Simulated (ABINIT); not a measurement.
# Excitons of TiO2 (Anatase) on ever denser meshes, part 2 of 2

Wanted: excitons and ε₂ of TiO2 (Anatase), with cost.

ABINIT 10.8.3; PBE and many-body steps on it, plane waves. Known limits of the many-body steps: not at the basis limit; bindings not settled in the k mesh.

So far. Step 5 (Model screening): The lowest state lies at 3.664 eV, 0.388 eV under the direct gap. Step 6 (Empty states on the mesh, 6×6×6 mesh, 36 bands): On this mesh the gap is 2.189 eV.

### Step 7. k mesh (6×6×6)

This step: Bethe-Salpeter equation on PBE with a scissors shift, plane waves, norm-conserving pseudopotentials.

File run.abi:

```
acell 3*1.0 Angstrom
rprim 
  -1.892100000000 1.892100000000 4.757300000000
  1.892100000000 -1.892100000000 4.757300000000
  1.892100000000 1.892100000000 -4.757300000000
ntypat 2
znucl 22 8
natom 6
typat 1 1 2 2 2 2
xred 
  0.000000000000 0.000000000000 0.000000000000
  0.750000000000 0.250000000000 0.500000000000
  0.208100000000 0.208100000000 0.000000000000
  0.958100000000 0.458100000000 0.500000000000
  0.541900000000 0.041900000000 0.500000000000
  0.791900000000 0.791900000000 0.000000000000
pp_dirpath "pseudos"
pseudos "Ti.upf, O.upf"
ecut 38
ngkpt 6 6 6
nshiftk 1
shiftk 0 0 0
kptopt 1
chksymbreak 0
istwfk *1
occopt 1
irdwfk 1
optdriver 99
bs_calctype 1
mbpt_sciss 1.560 eV
bs_loband 23
nband 25
bs_exchange_term 1
bs_coulomb_term 21
bs_coupling 0
bs_algorithm 1
bs_freq_mesh 0 7 0.05 eV
zcut 0.1 eV
ecuteps 3
ecutwfn 19
inclvkb 2
mdf_epsinf 6.68
irdden 1
indata_prefix "in"
outdata_prefix "out"
tmpdata_prefix "tmp"
```

Started as:

```console
> OMP_NUM_THREADS=1 mpirun -n 4 abinit run.abi > log
```

Numbers of over 12 decimals in the logs are rounded to 6 here.

Log:

```text
.Version 10.8.3 of ABINIT. v10.8.2 released Aug 2026.

 Symmetries : space group I4_1/a m d (#141); Bravais tI (body-center tetrag.)
[... echo of the input left out ...]
== DATASET  1 ==================================================================
-   mpi_nproc: 4, omp_nthreads: 1 (-1 if OMP is not activated)

--- !DatasetInfo
iteration_state: {dtset: 1, }
dimensions: {natom: 6, nkpt: 30, mband: 25, nsppol: 1, nspinor: 1, nspden: 1, mpw: 1832, }
cutoff_energies: {ecut:  19.0, pawecutdg:  -1.0, }
electrons: {nelect:   4.80000000E+01, charge:   0.00000000E+00, occopt:   1.00000000E+00, tsmear:   1.00000000E-02, }

 Exciton: Calculation of dielectric properties by solving the Bethe-Salpeter equation
 in frequency domain and reciprocal space on a transitions basis set.
 Based on a program developed by L. Reining, V. Olevano, F. Sottile,
 S. Albrecht, and G. Onida. Incorporated in ABINIT by M. Giantomassi.

.Using double precision arithmetic ; gwpc =  8

[... cell and pseudopotentials left out ...]
--------------------------------------------------------------------------------

 ==== K-mesh for the wavefunctions ====
 Number of points in the irreducible wedge :    30
[... list of points left out ...]
 Together with 16 symmetry operations and time-reversal symmetry
 yields   216 points in the full Brillouin Zone.

 ==== Q-mesh for the screening function ====
 Number of points in the irreducible wedge :    30
[... list of points left out ...]
 Together with 16 symmetry operations and time-reversal symmetry
 yields   216 points in the full Brillouin Zone.

 vcoul_init : cutoff-mode = AUXILIARY_FUNCTION
 q-points for optical limit:   1
     1)      0.000010    0.000020    0.000030
 setmesh: FFT mesh size selected  =    72x   72x   72
[...]
average of density, n =  0.104320
 r_s =    1.3178
 omega_plasma =   31.1558 [eV]

. Writing resonant excitonic Hamiltonian on file out_BSR; file size=   0.00 [Gb].
 Direct diagonalization of the resonant excitonic Hamiltonian, Matrix size= 432
. Using LAPACK sequential version.
 Excitonic eigenvalues in eV up to n=   32
   3.76745   3.77123   3.78525   3.78972   3.85527   3.85744   3.86730   3.86875
   3.95223   3.95243   3.96456   3.96487   4.42442   4.42481   4.43241   4.44271
   4.44428   4.44827   4.45600   4.45635   4.45821   4.45841   4.46039   4.46923
   4.47248   4.47306   4.48106   4.48305   4.48396   4.48717   4.48774   4.48895

 First excitonic eigenvalue=    3.77 [eV]
 Last  excitonic eigenvalue=    5.54 [eV]

 GW  direct gap       4.06  0.00 [eV]
 EXC direct gap       3.77  0.00 [eV]
 EXC binding energy   0.30  0.00 [eV]

 Excitonic eigenvalues up to the GW energy gap [eV]
  1 (  3.77  0.00)
  2 (  3.77  0.00)
  3 (  3.79  0.00)
[...]
11 (  3.96  0.00)
 12 (  3.96  0.00)

 Macroscopic dielectric function:
 omega [eV] <KS_RPA_nlf>  <GW_RPA_nlf>  <BSE>
   0.0000   1.7648   0.0000   1.5149   0.0000   1.5553   0.0000
   0.0500   1.7650   0.0008   1.5150   0.0002   1.5554   0.0003
   0.1000   1.7656   0.0015   1.5152   0.0005   1.5556   0.0006
[...]
0.4000   1.7773   0.0064   1.5186   0.0018   1.5599   0.0023
   0.4500   1.7807   0.0072   1.5196   0.0021   1.5612   0.0026

 Writing KS-RPA macroscopic dielectric function without local fields to file: out_RPA_NLF_MDF
 Writing GW-RPA macroscopic dielectric function without local fields to file: out_GW_NLF_MDF
 Writing EXC Macroscopic dielectric function to file: out_EXC_MDF

== END DATASET(S) ==============================================================
================================================================================

 -outvars: echo values of variables after computation  --------
           etotal      0.0000000000E+00
            nband          25
             nkpt          30
          spgroup         141
 [... the other variables as echoed above ...]

 Calculation completed.
```

It took 2.2 min on 4 MPI ranks of Arm Neoverse V2, shared host; peak memory 3.8 GiB.

This step gave:

```
direct gap of the transition levels                            : 4.064 eV
transitions in the window                                      : 432
first strong exciton (over a fiftieth of the strongest listed) : 3.767 eV
lowest state                                                   : 3.767 eV
binding of the lowest state below the direct gap               : 0.2965 eV
Coulomb term of one mesh cell                                  : 0.2497 eV
```

The binding is 1.2 times the screened Coulomb term of one mesh cell (0.25 eV), so it is not shown settled.

The lowest state lies at 3.767 eV, 0.297 eV under the direct gap.

### Step 8. Empty states on the mesh, 8×8×8 mesh, 36 bands

This step: DFT, PBE, plane waves, norm-conserving pseudopotentials.

run.abi: that of step 7 with these lines changed.

```diff
@@ -19,3 +19,3 @@
 ecut 38
-ngkpt 6 6 6
+ngkpt 8 8 8
 nshiftk 1
@@ -24,21 +24,10 @@
 chksymbreak 0
+iscf -2
+irdden 1
 istwfk *1
-occopt 1
-irdwfk 1
-optdriver 99
-bs_calctype 1
-mbpt_sciss 1.560 eV
-bs_loband 23
-nband 25
-bs_exchange_term 1
-bs_coulomb_term 21
-bs_coupling 0
-bs_algorithm 1
-bs_freq_mesh 0 7 0.05 eV
-zcut 0.1 eV
-ecuteps 3
-ecutwfn 19
-inclvkb 2
-mdf_epsinf 6.68
-irdden 1
+nband 36
+nbdbuf 4
+tolwfr 1e-09
+nstep 60
+prtvol 0
 indata_prefix "in"
```

Log:

```text
.Version 10.8.3 of ABINIT. v10.8.2 released Aug 2026.

 Symmetries : space group I4_1/a m d (#141); Bravais tI (body-center tetrag.)
[... echo of the input left out ...]
== DATASET  1 ==================================================================
-   mpi_nproc: 4, omp_nthreads: 1 (-1 if OMP is not activated)

--- !DatasetInfo
iteration_state: {dtset: 1, }
dimensions: {natom: 6, nkpt: 59, mband: 36, nsppol: 1, nspinor: 1, nspden: 1, mpw: 5174, }
cutoff_energies: {ecut:  38.0, pawecutdg:  -1.0, }
[...]
0.07584    0.07584    0.07756    0.12347    0.12360    0.12360    0.13465    0.13465
   0.23084    0.25826    0.29978    0.29978    0.30087    0.30087    0.33922    0.34945
   0.35017    0.38636    0.43142    0.59890
 prteigrs : prtvol=0 or 1, do not print more k-points.

== END DATASET(S) ==============================================================
================================================================================

 -outvars: echo values of variables after computation  --------
            nband          36
             nkpt          59
          spgroup         141
 [... the other variables as echoed above ...]

 Calculation completed.
```

The job ended after 80 s (4 MPI ranks; peak memory 0.49 GiB).

Numbers from this step:

- gap: 2.186 eV
- k of the valence top: -0.375, 0.375, 0
- k of the conduction bottom: 0, 0, 0
- least direct gap: 2.492 eV
- k points computed: 59
- lowest point of the top converged band, above the valence top: 5.057 eV

On this mesh the gap is 2.186 eV.

### Step 9. k mesh (8×8×8)

This step: Bethe-Salpeter equation on PBE with a scissors shift, plane waves, norm-conserving pseudopotentials.

run.abi: that of step 8 with these lines changed.

```diff
@@ -24,10 +24,21 @@
 chksymbreak 0
-iscf -2
+istwfk *1
+occopt 1
+irdwfk 1
+optdriver 99
+bs_calctype 1
+mbpt_sciss 1.560 eV
+bs_loband 23
+nband 25
+bs_exchange_term 1
+bs_coulomb_term 21
+bs_coupling 0
+bs_algorithm 1
+bs_freq_mesh 0 7 0.05 eV
+zcut 0.1 eV
+ecuteps 3
+ecutwfn 19
+inclvkb 2
+mdf_epsinf 6.68
 irdden 1
-istwfk *1
-nband 36
-nbdbuf 4
-tolwfr 1e-09
-nstep 60
-prtvol 0
 indata_prefix "in"
```

Log:

```text
.Version 10.8.3 of ABINIT. v10.8.2 released Aug 2026.

 Symmetries : space group I4_1/a m d (#141); Bravais tI (body-center tetrag.)
[... echo of the input left out ...]
== DATASET  1 ==================================================================
-   mpi_nproc: 4, omp_nthreads: 1 (-1 if OMP is not activated)

--- !DatasetInfo
iteration_state: {dtset: 1, }
dimensions: {natom: 6, nkpt: 59, mband: 25, nsppol: 1, nspinor: 1, nspden: 1, mpw: 1831, }
cutoff_energies: {ecut:  19.0, pawecutdg:  -1.0, }
electrons: {nelect:   4.80000000E+01, charge:   0.00000000E+00, occopt:   1.00000000E+00, tsmear:   1.00000000E-02, }

 Exciton: Calculation of dielectric properties by solving the Bethe-Salpeter equation
 in frequency domain and reciprocal space on a transitions basis set.
 Based on a program developed by L. Reining, V. Olevano, F. Sottile,
 S. Albrecht, and G. Onida. Incorporated in ABINIT by M. Giantomassi.

.Using double precision arithmetic ; gwpc =  8

[... cell and pseudopotentials left out ...]
--------------------------------------------------------------------------------

 ==== K-mesh for the wavefunctions ====
 Number of points in the irreducible wedge :    59
[... list of points left out ...]
 Together with 16 symmetry operations and time-reversal symmetry
 yields   512 points in the full Brillouin Zone.

 ==== Q-mesh for the screening function ====
 Number of points in the irreducible wedge :    59
[... list of points left out ...]
 Together with 16 symmetry operations and time-reversal symmetry
 yields   512 points in the full Brillouin Zone.

 vcoul_init : cutoff-mode = AUXILIARY_FUNCTION
 q-points for optical limit:   1
     1)      0.000010    0.000020    0.000030
 setmesh: FFT mesh size selected  =    72x   72x   72
[...]
average of density, n =  0.104320
 r_s =    1.3178
 omega_plasma =   31.1559 [eV]

. Writing resonant excitonic Hamiltonian on file out_BSR; file size=   0.01 [Gb].
 Direct diagonalization of the resonant excitonic Hamiltonian, Matrix size= 1024
. Using LAPACK sequential version.
 Excitonic eigenvalues in eV up to n=   32
   3.82191   3.82351   3.83411   3.83577   3.90531   3.90692   3.91083   3.91303
   3.92160   3.92244   3.93673   3.93686   4.00665   4.00667   4.01935   4.01942
   4.24278   4.24339   4.26182   4.27727   4.27780   4.28696   4.30353   4.30416
   4.30494   4.30740   4.31211   4.31369   4.31551   4.31602   4.31748   4.31873

 First excitonic eigenvalue=    3.82 [eV]
 Last  excitonic eigenvalue=    5.69 [eV]

 GW  direct gap       4.05  0.00 [eV]
 EXC direct gap       3.82  0.00 [eV]
 EXC binding energy   0.23  0.00 [eV]

 Excitonic eigenvalues up to the GW energy gap [eV]
  1 (  3.82  0.00)
  2 (  3.82  0.00)
  3 (  3.83  0.00)
[...]
15 (  4.02  0.00)
 16 (  4.02  0.00)

 Macroscopic dielectric function:
 omega [eV] <KS_RPA_nlf>  <GW_RPA_nlf>  <BSE>
   0.0000   1.8186   0.0000   1.5537   0.0000   1.5961   0.0000
   0.0500   1.8188   0.0008   1.5538   0.0002   1.5962   0.0003
   0.1000   1.8194   0.0016   1.5539   0.0005   1.5964   0.0006
[...]
0.4000   1.8315   0.0066   1.5575   0.0019   1.6009   0.0024
   0.4500   1.8350   0.0075   1.5586   0.0022   1.6022   0.0028

 Writing KS-RPA macroscopic dielectric function without local fields to file: out_RPA_NLF_MDF
 Writing GW-RPA macroscopic dielectric function without local fields to file: out_GW_NLF_MDF
 Writing EXC Macroscopic dielectric function to file: out_EXC_MDF

== END DATASET(S) ==============================================================
================================================================================

 -outvars: echo values of variables after computation  --------
           etotal      0.0000000000E+00
            nband          25
             nkpt          59
          spgroup         141
 [... the other variables as echoed above ...]

 Calculation completed.
```

Wall time 12 min (4 MPI ranks); peak memory 7.5 GiB.

This step gave:

```yaml
direct_gap_of_the_transition_levels: 4.052 eV
transitions_in_the_window: 1024
first_strong_exciton_over_a_fiftieth_of_the_strongest_listed: 3.822 eV
lowest_state: 3.822 eV
binding_of_the_lowest_state_below_the_direct_gap: 0.2301 eV
coulomb_term_of_one_mesh_cell: 0.1873 eV
```

The binding is 1.2 times the screened Coulomb term of one mesh cell (0.19 eV), so it is not shown settled.

The lowest state lies at 3.822 eV, 0.230 eV under the direct gap.

The ε₂ has structure finer than the step of the table below, so its rows give means over 0.25 eV, whole bins alone (the curve runs from 0 to 6.95 eV). Peaks (eV: height): BSE 3.850: 1.84, 4.700: 3.50; no electron-hole interaction 4.950: 4.00; Kohn-Sham, no shift 3.400: 4.02.

Mean over the three Cartesian directions of q; broadening 0.1 eV; transition window only. Limits: finite bands, cutoff and mesh; exciton not shown settled in the k mesh. ε₂ against photon energy; means over each step:

```
photon energy (eV)      BSE  no electron-hole interaction  Kohn-Sham, no shift
              0.25  0.00148                       0.00118              0.00392
              0.50  0.00303                       0.00240              0.00815
              0.75  0.00468                       0.00370               0.0131
              1.00  0.00655                       0.00513               0.0192
              1.25  0.00874                       0.00676               0.0276
              1.50   0.0113                       0.00868               0.0400
              1.75   0.0146                        0.0110               0.0607
              2.00   0.0189                        0.0139                0.103
              2.25   0.0247                        0.0176                0.245
              2.50   0.0331                        0.0226                0.883
              2.75   0.0461                        0.0297                 1.02
              3.00   0.0686                        0.0403                 2.38
              3.25    0.116                        0.0578                 3.07
              3.50    0.271                        0.0920                 3.61
              3.75     1.22                         0.189                 3.00
              4.00     1.28                         0.724                 1.19
              4.25     2.26                         0.946                0.349
              4.50     2.95                          2.14                0.159
              4.75     3.28                          2.75               0.0865
              5.00     2.80                          3.71               0.0569
              5.25     1.30                          3.22               0.0406
              5.50    0.377                          1.63               0.0305
              5.75    0.177                         0.432               0.0237
              6.00   0.0901                         0.195               0.0190
              6.25   0.0580                        0.0986               0.0155
              6.50   0.0412                        0.0633               0.0128
              6.75   0.0310                        0.0447               0.0108
```

### Step 10. The runs together

Times are wall times on 4 MPI ranks of Arm Neoverse V2, shared host, good to a factor of about two.

```csv
run,mesh,transitions,broadening (eV),direct gap (eV),lowest state (eV),binding (eV),mesh cell's term (eV),tallest peak (eV),height,time
model screening,4×4×4,128,0.1,4.052,3.664,0.388,0.375,4.70,3.98,16 s
k mesh (6×6×6),6×6×6,432,0.1,4.064,3.767,0.297,0.250,4.50,4.21,2.2 min
k mesh (8×8×8),8×8×8,1024,0.1,4.052,3.822,0.230,0.187,4.70,3.50,12 min
```

### Step 11. Outcome

| Quantity | Value |
| --- | --- |
| model screening | lowest state 3.664 eV (not settled in the k mesh) |
| k mesh (6×6×6) | lowest state 3.767 eV (not settled in the k mesh) |
| k mesh (8×8×8) | lowest state 3.822 eV (not settled in the k mesh) |

On the 4×4×4 mesh the lowest exciton lies at 3.664 eV, 0.388 eV below the direct gap; one cell of the mesh carries a screened Coulomb term of 0.37 eV by a cubic estimate, rough for this lattice, so this binding is not shown settled. Between the two densest meshes the binding falls by 1.06 of the fall in the mesh cell's term (the screened Coulomb energy of a charge repeated on the supercell that the mesh stands for). The binding is still 1.2 times that term, so the mesh does not resolve the exciton and no limit can be drawn. k mesh (6×6×6), against «model screening (4×4×4)»: the lowest state moves by +0.104 eV (keys changed: ngkpt). k mesh (8×8×8), against «k mesh (6×6×6)»: the lowest state moves by +0.054 eV (keys changed: ngkpt). A rigid shift treats all transitions alike. In the G0W0 table the openings from the upper filled bands to the empty bands at the same k run from +1.56 to +1.80 eV (median +1.74), where the shift is +1.56 eV, so peaks stand off by such differences. Lines within a few meV of each other can be one level split by numerical noise, or distinct levels. Screening is static and electronic alone, and only transitions inside the band window count.

[Paths, hosts, dates, memory and timing lines, banners, echoed tables and standing remarks are left out of the program output.]

[Logs are printed without paths, hosts, clocks, repeated set-up lines and the standing remarks that a program may print on its own settings, such as how far it seeks lower states.]

[Runs of the session that timed out or met a known fault of the program may be left out.]

[Hosts, paths, dates, database ids (printed as entryN), source tags and the programs' standing remarks are cut or masked in the printed files.]

[G0W0 gaps are taken among the corrected bands and points alone; a level outside them can change the order at an edge.]

[Where Ansatz stands beside ABINIT at settings called matched, ABINIT's density can come from a denser mesh and the files from another edition; pairs whose starting gaps differed by over 0.03 eV were left out, so agreement reads better than it is.]
